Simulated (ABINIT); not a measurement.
Computed results, one entry a study.

A GW chain in ABINIT: BaLiF3 (Pm-3m). It takes space group Pm-3m (No. 221, cubic). Conventional cell: a = 3.989 Å, b = 3.989 Å, c = 3.989 Å, α = 90.00°, β = 90.00°, γ = 90.00°. Nearest to Ba lie 12 F at 2.82 Å. Nearest to Li lie 6 F at 1.99 Å. F has 2 Li at 1.99 Å and 4 Ba at 2.82 Å nearest. Farther neighbours, and contacts between anions beyond the nearest, are not listed. The calculation used RPA screening on LDA, plane waves, norm-conserving pseudopotentials (and 2 further levels or steps) in ABINIT 10.8.3, with cutoff 36 Ha, PseudoDojo scalar-relativistic 0.4.1 standard, norm-conserving, ngkpt (2, 2, 2), nband 59, ecuteps 3.9 Ha, inclvkb 2, shiftk (0, 0, 0), symchi 1, awtr 1, frequency ppm, 2×2×2 k-mesh. The LDA gap is 6.55 eV, direct. The G0W0 gap on the mesh is 10.01 eV, the GW settings are 2×2×2 mesh, 59 bands, screening to 106.1 eV, Godby-Needs plasmon pole and the known limits are short of the basis limit; no spin-orbit coupling; coarse k mesh. It took 5 runs, 1.8 min in all on 4 MPI ranks of Arm Neoverse N1, shared host. G0W0 moves the gap on the mesh from 6.55 eV to 10.01 eV (+3.46 eV), with Z of 0.81 and 0.88 at the edges. Local fields lower the RPA ε∞ on this mesh from 2.89 to 2.68; a Γ-centred mesh this coarse tends to raise both, most where the direct gap is narrow, while a short band sum lowers them. The cell and positions are those that the Materials Project relaxed with its own functionals (PBE, PBE+U or r2SCAN), kept fixed. Limits: no spin-orbit coupling. The 2×2×2 mesh is coarse for this cell, which bears on the long-range parts of exchange and screening.

[Paths, hosts, dates, memory and timing lines, banners, echoed tables and standing remarks are left out of the program output; an Ansatz launch command may be rebuilt from the run's recorded settings. Measured values are a selection of at most five: reports struck by readers or far from the other reports are left out. None is set beside runs whose start may be inverted or whose files or cutoffs have a known fault.]

[Runs of the session that timed out or met a known fault of the program may be left out.]

[Hosts, paths, dates, database ids (printed as entryN), source tags and the programs' standing remarks are cut or masked in the printed files.]

[G0W0 gaps are taken among the corrected bands and points alone; a level outside them can change the order at an edge.]

[Where Ansatz stands beside ABINIT at settings called matched, ABINIT's density can come from a denser mesh and the files from another edition; pairs whose starting gaps differed by over 0.03 eV were left out, so agreement reads better than it is.]
